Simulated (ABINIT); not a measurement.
# A GW chain in ABINIT: NaCl (Fm-3m), part 3 of 3

Wanted: ground state, empty states, screening and self-energy for NaCl (Fm-3m).

ABINIT 10.8.3; PBE and many-body steps on it, plane waves. Known limits of the many-body steps: not at the basis limit.

So far. Step 4 (Empty states on the mesh, 6×6×6 mesh, 132 bands): On this mesh the gap is 5.150 eV. Step 5 (Screening, 6×6×6 mesh, 124 bands, screening to 163.3 eV): Local fields lower ε∞ by 15 %.

The database entry behind the starting cell differs from later determinations by our own check (an axis about 0.4 % short against later determinations), so it need not match the best structure at ambient conditions.

## (6) Self-energy, 6×6×6 mesh, 124 bands, screening to 163.3 eV

The self-energy is evaluated for the states that the input lists, and the levels follow from it, in one-shot runs by the linearised quasiparticle equation.

This step: G0W0 on PBE, plane waves, norm-conserving pseudopotentials.

run.abi

```
acell 3*1.0 Angstrom
rprim 
  0.000000000000 2.810000000000 2.810000000000
  2.810000000000 0.000000000000 2.810000000000
  2.810000000000 2.810000000000 0.000000000000
ntypat 2
znucl 11 17
natom 2
typat 1 2
xred 
  0.000000000000 0.000000000000 0.000000000000
  0.500000000000 0.500000000000 0.500000000000
pp_dirpath "pseudos"
pseudos "Na.upf, Cl.upf"
ecut 38
ngkpt 6 6 6
nshiftk 1
shiftk 0 0 0
kptopt 1
chksymbreak 0
istwfk *1
occopt 1
irdwfk 1
optdriver 4
nband 124
gwcalctyp 0
ecutsigx 38
symsigma 1
nkptgw 1
kptgw 
  0.0000000000 0.0000000000 0.0000000000
bdgw 
  6 12
ecuteps 6
irdscr 1
ppmodel 1
indata_prefix "in"
outdata_prefix "out"
tmpdata_prefix "tmp"
```

On the command line:

```bash
> OMP_NUM_THREADS=1 mpirun -n 8 abinit run.abi > log
```

Numbers of over 12 decimals in the logs are rounded to 6 here.

The log of the run:

```text
.Version 10.8.3 of ABINIT. v10.8.2 released Aug 2026.

 Symmetries : space group Fm -3 m (#225); Bravais cF (face-center cubic)
[... echo of the input left out ...]
== DATASET  1 ==================================================================
-   mpi_nproc: 8, omp_nthreads: 1 (-1 if OMP is not activated)

--- !DatasetInfo
iteration_state: {dtset: 1, }
dimensions: {natom: 2, nkpt: 16, mband: 124, nsppol: 1, nspinor: 1, nspden: 1, mpw: 3383, }
cutoff_energies: {ecut:  38.0, pawecutdg:  -1.0, }
electrons: {nelect:   1.60000000E+01, charge:   0.00000000E+00, occopt:   1.00000000E+00, tsmear:   1.00000000E-02, }

 SIGMA: Calculation of the GW corrections

 Based on a program developped by R.W. Godby, V. Olevano, G. Onida, and L. Reining.
 Incorporated in ABINIT by V. Olevano, G.-M. Rignanese, and M. Torrent.
.Using double precision arithmetic ; gwpc =  8

[... cell and pseudopotentials left out ...]
--------------------------------------------------------------------------------

 ==== K-mesh for the wavefunctions ====
 Number of points in the irreducible wedge :    16
[... list of points left out ...]
 Together with 48 symmetry operations and time-reversal symmetry
 yields   216 points in the full Brillouin Zone.

 ==== Q-mesh for screening function ====
 Number of points in the irreducible wedge :    16
[... list of points left out ...]
 Together with 48 symmetry operations and time-reversal symmetry
 yields   216 points in the full Brillouin Zone.

 vcoul_init : cutoff-mode = AUXILIARY_FUNCTION
 q-points for optical limit:   1
     1)      0.000010    0.000020    0.000030
 setmesh: FFT mesh size selected  =    45x   45x   45
          total number of points  =        91125

 Number of electrons calculated from density =   16.0000; Expected =   16.0000
 average of density, n =  0.053429
 r_s =    1.6471
 omega_plasma =   22.2968 [eV]

 === KS Band Gaps ===
  >>>> For spin  1
   Minimum direct gap =   5.1497 [eV], located at k-point      :   0.0000  0.0000  0.0000
   Fundamental gap    =   5.1497 [eV], Top of valence bands at :   0.0000  0.0000  0.0000
                                       Bottom of conduction at :   0.0000  0.0000  0.0000
 SIGMA fundamental parameters:
 PLASMON POLE MODEL  1
 number of plane-waves for SigmaX                 3383
 number of plane-waves for SigmaC and W            181
 number of plane-waves for wavefunctions          3383
 number of bands                                   124
 number of independent spin polarizations            1
 number of spinorial components                      1
 number of k-points in IBZ                          16
 number of q-points in IBZ                          16
 number of symmetry operations                      48
 number of k-points in BZ                          216
 number of q-points in BZ                          216
 number of frequencies for dSigma/dE                 9
 frequency step for dSigma/dE [eV]                0.25
 number of omega for Sigma on real axis              0
 max omega for Sigma on real axis  [eV]           0.00
 zcut for avoiding poles [eV]                     0.10

 EPSILON^-1 parameters (SCR file):
 dimension of the eps^-1 matrix on file            181
 dimension of the eps^-1 matrix used               181
 number of plane-waves for wavefunctions          3383
 number of bands                                   124
 number of q-points in IBZ                          16
 number of frequencies                               2
 number of real frequencies                          1
 number of imag frequencies                          1

 matrix elements of self-energy operator (all in [eV])

 Perturbative Calculation

--- !SelfEnergy_ee
iteration_state: {dtset: 1, }
kpoint     : [   0.000,    0.000,    0.000, ]
spin       : 1
KS_gap     :    5.150
QP_gap     :    8.051
Delta_QP_KS:    2.901
data: !SigmaeeData |
     Band     E0 <VxcDFT>   SigX SigC(E0)      Z dSigC/dE  Sig(E)    E-E0       E
        6  -0.539 -14.493 -18.976   1.890   0.811  -0.234 -16.595  -2.102  -2.641
        7  -0.539 -14.493 -18.976   1.890   0.811  -0.234 -16.595  -2.102  -2.641
        8  -0.539 -14.493 -18.976   1.890   0.811  -0.234 -16.595  -2.102  -2.641
        9   4.611  -8.179  -4.218  -3.037   0.865  -0.157  -7.380   0.799   5.410
       10  10.523  -8.377  -3.612  -3.279   0.857  -0.166  -7.103   1.274  11.797
       11  10.523  -8.377  -3.612  -3.279   0.857  -0.166  -7.103   1.274  11.797
       12  10.523  -8.377  -3.612  -3.279   0.857  -0.166  -7.103   1.274  11.797

== END DATASET(S) ==============================================================
================================================================================

 -outvars: echo values of variables after computation  --------
           etotal      0.0000000000E+00
            nband         124
             nkpt          16
          spgroup         225
 [... the other variables as echoed above ...]

 Calculation completed.
```

The job ended after 4.2 s (8 MPI ranks of AMD EPYC 9R45, shared host; peak memory 1.7 GiB; 32 s of CPU time).

This step gave:

* G0W0 gap on the points computed: 8.051 eV
* starting gap on the mesh: 5.150 eV
* k of the valence top: 0, 0, 0
* k of the conduction bottom: 0, 0, 0
* Z at the valence top: 0.811
* Z at the conduction bottom: 0.865
* least direct G0W0 gap on the computed points: 8.051 eV

The gap on the mesh goes from 5.15 eV to 8.05 eV, a correction of +2.90 eV.

Limits: finite bands, cutoff and mesh. v1 is the top filled band, c1 the lowest empty one. The levels before and after the correction (eV, zero at the valence-band top of each column):

|  | conduction bottom | valence top |
| --- | --- | --- |
| Kohn-Sham | 5.15 | 0.00 |
| G0W0 | 8.05 | 0.00 |

|  | level | energy (eV) |
| --- | --- | --- |
| Kohn-Sham | Γ v3-v1 | 0.000 |
| Kohn-Sham | Γ c1 | 5.150 |
| Kohn-Sham | Γ c2-c4 | 11.062 |
| G0W0 | Γ v3-v1 | 0.000 |
| G0W0 | Γ c1 | 8.051 |
| G0W0 | Γ c2-c4 | 14.438 |

## (7) Where the time went

Times are wall times on 8 MPI ranks of AMD EPYC 9R45, shared host, good to a factor of about two.

| step | time | share | memory (GiB) |
| --- | --- | --- | --- |
| ground state | 3.3 s | 5 % | 0.73 |
| bands along the symmetry lines | 4.7 s | 6 % | 0.59 |
| empty states on the mesh | 26 s | 36 % | 5.3 |
| screening | 34 s | 47 % | 2.3 |
| self-energy | 4.2 s | 6 % | 1.7 |

## (8) Results

```
PBE gap              : 5.15 eV, direct
G0W0 gap on the mesh : 8.05 eV
GW settings          : 6×6×6 mesh, 124 bands, screening to 163.3 eV, Godby-Needs plasmon pole
known limits         : not at the basis limit
```

What this shows: G0W0 moves the gap on the mesh from 5.15 eV to 8.05 eV (+2.90 eV), with Z of 0.81 and 0.86 at the edges. Local fields lower the RPA ε∞ on this mesh from 2.76 to 2.35. Only 1 of the mesh's irreducible points was corrected, so a valley elsewhere could overtake. Bands and cutoff are finite, so the gap is not at the basis limit. The miss can reach some tenths of an eV and take either sign; the mesh is an error of its own. In the G0W0 run levels were corrected at 1 k point alone, so a gap called «on the mesh» is the least over those, and an edge elsewhere would be missed.

[Paths, hosts, dates, memory and timing lines, banners, echoed tables and standing remarks are left out of the program output.]

[Logs are printed without paths, hosts, clocks, repeated set-up lines and the standing remarks that a program may print on its own settings, such as how far it seeks lower states.]

[Runs of the session that timed out or met a known fault of the program may be left out.]

[Hosts, paths, dates, database ids (printed as entryN), source tags and the programs' standing remarks are cut or masked in the printed files.]

[G0W0 gaps are taken among the corrected bands and points alone; a level outside them can change the order at an edge.]

[Where Ansatz stands beside ABINIT at settings called matched, ABINIT's density can come from a denser mesh and the files from another edition; pairs whose starting gaps differed by over 0.03 eV were left out, so agreement reads better than it is.]
